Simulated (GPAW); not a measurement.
## A Nb chain with a Ti atom on top of one atom: transmission at several levels: mixing 0.02

GPAW 26.7.0; GPAW LCAO, PAW setups; Landauer transmission from Green's functions with principal layers (ASE), zero bias.

Mixing changes the road to self-consistency, not its end. The mixing history changes the road to self-consistency, not its end.

The input, run.py:

```python
import json
import numpy as np
from ase import Atoms
from ase.transport.calculators import TransportCalculator
from gpaw import GPAW, FermiDirac
from gpaw.lcao.tools import get_lcao_hamiltonian
from scipy.linalg import eigh

# The junction with lead layers at both ends, along the third cell vector
device = Atoms(
    ['Nb', 'Nb', 'Nb', 'Nb', 'Nb', 'Nb', 'Nb', 'Nb', 'Ti', 'Nb', 'Nb', 'Nb', 'Nb', 'Nb', 'Nb', 'Nb'],
    positions=[
        [4.50000, 4.50000, 1.17500],
        [4.50000, 4.50000, 3.52500],
        [4.50000, 4.50000, 5.87500],
        [4.50000, 4.50000, 8.22500],
        [4.50000, 4.50000, 10.57500],
        [4.50000, 4.50000, 12.92500],
        [4.50000, 4.50000, 15.27500],
        [4.50000, 4.50000, 17.62500],
        [6.71960, 4.50000, 17.62500],
        [4.50000, 4.50000, 19.97500],
        [4.50000, 4.50000, 22.32500],
        [4.50000, 4.50000, 24.67500],
        [4.50000, 4.50000, 27.02500],
        [4.50000, 4.50000, 29.37500],
        [4.50000, 4.50000, 31.72500],
        [4.50000, 4.50000, 34.07500]],
    cell=[[9.0, 0.0, 0.0], [0.0, 9.0, 0.0], [0.0, 0.0, 35.25]],
    pbc=True)

# One principal layer of the lead: the first 5 atoms of the device
lead = Atoms(
    ['Nb', 'Nb', 'Nb', 'Nb', 'Nb'],
    positions=[
        [4.50000, 4.50000, 1.17500],
        [4.50000, 4.50000, 3.52500],
        [4.50000, 4.50000, 5.87500],
        [4.50000, 4.50000, 8.22500],
        [4.50000, 4.50000, 10.57500]],
    cell=[[9.0, 0.0, 0.0], [0.0, 9.0, 0.0], [0.0, 0.0, 11.75]],
    pbc=True)

settings = dict(mode='lcao', basis='dzp', xc='PBE', h=0.2,
                occupations=FermiDirac(0.1), maxiter=250,
                mixer=dict(beta=0.02, nmaxold=12, weight=100.0),
                convergence=dict(density=0.0001))
energies = np.arange(-3, 3 + 1e-9, 0.075)
eta = 0.0001
n1, n2 = 1, 1
# k and -k transmit alike, so half of the mesh across the current serves
mesh = [(i, j) for i in range(n1) for j in range(n2) if (i, j) <= (-i % n1, -j % n2)]
weights = np.array([1 if (i, j) == (-i % n1, -j % n2) else 2 for i, j in mesh]) / (n1 * n2)

# [... helper functions left out ...]
fermi_lead = ground_state(lead, (1, 1, 10), 'lead.txt')
fermi_device = ground_state(device, (1, 1, 2), 'device.txt')
# [... loop over the mesh left out, but for ...]
        # Shift the lead onto the potential of the device's first layer
        shift = ((H[:, 0, 0] - H0[:, 0, 0]) / S0[0, 0]).real.mean()
# [...]
kT = 8.617333e-5 * 300
bias = [0.1, 0.2, 0.5, 1.0, 1.5, 2.0]
# [... integrals and printing left out ...]
```

Launch:

```bash
$ OMP_NUM_THREADS=1 OPENBLAS_NUM_THREADS=1 python run.py
```

**Question.** What does this run give for the conductance; and current through one cell, from the zero-bias transmission against bias?

Each channel passes at most one electron wave, so a value between whole numbers means that at least one channel is partly reflected. Current over bias at the lowest bias computed gives the conductance there: 321 μS, or 4.15 G₀ with G₀ = 2e²/h = 77.5 μS.

Numbers from this step:

* conductance: 4.152 G₀
* largest coupling past the next principal layer: 3.08e-7 eV
* largest misfit of the first principal layer: 0.02706 eV
* shift that aligns the lead: -0.01439 eV
* transmission at the Fermi level (one spin): 4.163

One spin. The transmission, zone mean by energy, zero at the Fermi level:

```tsv
energy (eV)	transmission, zone mean
-3.00	0.997
-2.77	0.996
-2.55	2.17
-2.40	2.47
-2.17	2.65
-1.95	2.73
-1.73	2.56
-1.57	2.72
-1.35	3.26
-1.20	3.39
-1.12	3.34
-0.90	3.54
-0.82	3.55
-0.75	3.50
-0.53	3.61
-0.30	4.02
-0.07	4.12
0.00	4.16
0.07	4.16
0.30	3.92
0.53	3.21
0.75	2.44
0.90	2.29
1.12	2.23
1.35	2.06
1.57	3.04
1.73	2.00
1.95	1.87
2.17	1.94
2.40	1.95
2.55	1.95
2.77	1.02
3.00	1.05
```

Not self-consistent under bias; the bias window is split evenly. The current through one cell, from the zero-bias transmission by bias:

```tsv
bias (V)	current through one cell, from the zero-bias transmission (mA)
0.100	0.0321
0.200	0.0642
0.500	0.159
1.000	0.304
1.500	0.423
2.000	0.535
```

Transmission of the three most open eigenchannels against energy, zero at the Fermi level:

```tsv
energy (eV)	channel 1	channel 2	channel 3
-3.00	0.997	2.0e-6	0
-2.85	0.997	1.9e-6	1.4e-11
-2.70	0.997	1.9e-6	2.8e-10
-2.55	0.996	0.939	0.230
-2.33	0.995	0.988	0.564
-2.17	0.992	0.990	0.666
-2.02	0.991	0.982	0.739
-1.88	0.992	0.836	0.834
-1.73	0.991	0.985	0.588
-1.57	0.999	0.990	0.728
-1.35	0.999	0.980	0.744
-1.20	0.999	0.951	0.757
-1.05	0.997	0.769	0.747
-0.90	0.994	0.975	0.790
-0.75	0.993	0.983	0.806
-0.60	0.996	0.946	0.871
-0.38	0.996	0.995	0.853
-0.23	0.984	0.978	0.901
-0.07	0.969	0.965	0.932
0.00	0.973	0.951	0.942
0.07	0.971	0.949	0.931
0.23	0.960	0.958	0.862
0.38	0.967	0.931	0.761
0.60	0.974	0.804	0.567
0.75	0.976	0.648	0.431
0.90	0.978	0.425	0.297
1.05	0.980	0.494	0.290
1.20	0.979	0.659	0.297
1.35	0.974	0.756	0.161
1.57	0.992	0.932	0.840
1.73	0.999	0.847	0.145
1.88	0.998	0.847	1.4e-6
2.02	0.998	0.890	1.4e-6
2.17	0.999	0.942	1.2e-6
2.33	0.985	0.869	1.6e-6
2.55	0.989	0.960	1.3e-6
2.70	0.990	0.298	1.2e-6
2.85	0.991	0.00753	1.3e-6
3.00	0.992	0.0575	1.1e-6
```

[Logs are printed without paths, hosts, clocks, repeated set-up lines and the standing remarks that a program may print on its own settings, such as how far it seeks lower states.]

[Hosts, paths, dates, database ids (printed as entryN), source tags and the programs' standing remarks are cut or masked in the printed files.]
